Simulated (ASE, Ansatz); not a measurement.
## Finding the fault: twisted Ti3C2O2 MXene bilayer, 27.80° (182 atoms)

Program: Ansatz 0.2.0. The cell: 78 Ti, 52 C and 52 O.

input.yaml

```yaml
crystal:
  lattice:
    - [10.9609, 0.0, 0.0]
    - [-5.48045, 9.49242, 0.0]
    - [0.0, 0.0, 30.65]
  atoms:
    - { symbol: Ti, position: [0.99872, 0.99745, 0.34096] }
    - { symbol: C, position: [0.12737, 0.17891, 0.38256] }
    - { symbol: C, position: [0.17865, 0.05139, 0.29972] }
    - { symbol: Ti, position: [0.18017, 0.05218, 0.42366] }
    - { symbol: Ti, position: [0.12817, 0.18011, 0.25699] }
    - { symbol: O, position: [0.00143, 0.00143, 0.45308] }
    - { symbol: O, position: [8.0e-05, 0.00126, 0.22875] }
    - { symbol: Ti, position: [0.07572, 0.30726, 0.34132] }
    - { symbol: C, position: [0.20459, 0.48593, 0.3821] }
    - { symbol: C, position: [0.25546, 0.35817, 0.29928] }
    - { symbol: Ti, position: [0.25615, 0.35943, 0.42396] }
    - { symbol: Ti, position: [0.20621, 0.48747, 0.25831] }
    - { symbol: O, position: [0.0784, 0.31045, 0.45306] }
    - { symbol: O, position: [0.07708, 0.30801, 0.22798] }
    - { symbol: Ti, position: [0.15347, 0.61545, 0.34143] }
    - { symbol: C, position: [0.28328, 0.79398, 0.38207] }
    - { symbol: C, position: [0.33275, 0.66527, 0.29986] }
    - { symbol: Ti, position: [0.33271, 0.66632, 0.42433] }
    [... 158 atom lines left out ...]
    - { symbol: C, position: [0.89908, 0.64152, 0.70036] }
    - { symbol: C, position: [0.94941, 0.81999, 0.61728] }
    - { symbol: Ti, position: [0.94869, 0.81954, 0.74196] }
    - { symbol: Ti, position: [0.8967, 0.64097, 0.57563] }
    - { symbol: O, position: [0.07754, 0.76985, 0.77118] }
    - { symbol: O, position: [0.07608, 0.76871, 0.54733] }
kpoints:
  mp_grid: { grid: [2, 2, 1], kspacing: 0.3 }
hamiltonian:
  xc: pbe
  dispersion: d4
scf:
  occupations: { method: fermi_dirac, width: 0.05 }
  max_iter: 50
output:
  forces: true
```

Launch:

```sh
$ ansatz run input.yaml --threads 32 --pin off --max-ram 143360MiB --backend cuda --events-out ev --progress --plain --runs-dir out
```

The program printed:

```text
Error: invalid value for `kpoints.mp_grid.kspacing`: mutually exclusive with `grid` — set one or the other
```

It took 0.04 s on 32 threads of Arm Neoverse V2, shared host; peak memory 0.09 GiB.

Q: Name the fault and the fix.

Both a k-mesh and a spacing: kpoints.mp_grid.kspacing = 0.3.

The fix is to take out kpoints.mp_grid.kspacing.

The program refused it before any cycle.

[Logs are printed without paths, hosts, clocks, repeated set-up lines and the standing remarks that a program may print on its own settings, such as how far it seeks lower states.]

[Hosts, paths, dates, database ids (printed as entryN), source tags and the programs' standing remarks are cut or masked in the printed files.]
